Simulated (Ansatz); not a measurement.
La2O3 (P-3m1), computed twice by G0W0.

```xyz
5
Lattice="3.9308 0.0000 0.0000 -1.9654 3.4042 0.0000 0.0000 0.0000 6.1120" Properties=species:S:1:pos:R:3 pbc="T T T"
La    1.9654    1.1347    4.6070
La    0.0000    2.2694    1.5050
O     1.9654    1.1347    2.1643
O     0.0000    2.2694    3.9477
O     0.0000    0.0000    0.0000
```

The cell and positions are those that the Materials Project relaxed with its own functionals (PBE, PBE+U or r2SCAN), kept fixed. Spin-orbit coupling is left out unless a run names it. PAW set soft_2, made with PBE.

The first (Ansatz 0.2.0; start PBE, 6×6×4 mesh, 86 empty bands, screening to 60 eV; 1 × NVIDIA H100 80GB HBM3 (shared by 3 runs) with 3 threads of AMD EPYC 7R13 (Zen 3), shared host) gave, on its mesh: starting gap 3.84 eV, G0W0 gap 5.39 eV, RPA ε∞ (mean) 4.61, 19 s.

**Question.** The second changes empty bands from 86 to 244 and screening cutoff (eV) from 60 to 120. What does it give?

It gave: starting gap 3.84 eV, G0W0 gap 5.37 eV, RPA ε∞ (mean) 4.58, 31 s. The G0W0 gap moves by −0.02 eV, +0.00 eV from the start and −0.02 eV from the correction. Σc changes by −0.32 eV at the valence top and −0.33 eV at the conduction bottom, and Σx − Vxc between them by +0.00 eV.

Limits: not at the basis limit; f levels unsure; no spin-orbit coupling.

[Paths, hosts, dates, memory and timing lines, banners, echoed tables and standing remarks are left out of the program output.]

[Logs are printed without paths, hosts, clocks, repeated set-up lines and the standing remarks that a program may print on its own settings, such as how far it seeks lower states.]

[Runs of the session that timed out or met a known fault of the program may be left out.]

[Cells called generated may have been cut or substituted from an entry of the Crystallography Open Database or the Materials Project.]

[Hosts, paths, dates, database ids (printed as entryN), source tags and the programs' standing remarks are cut or masked in the printed files.]
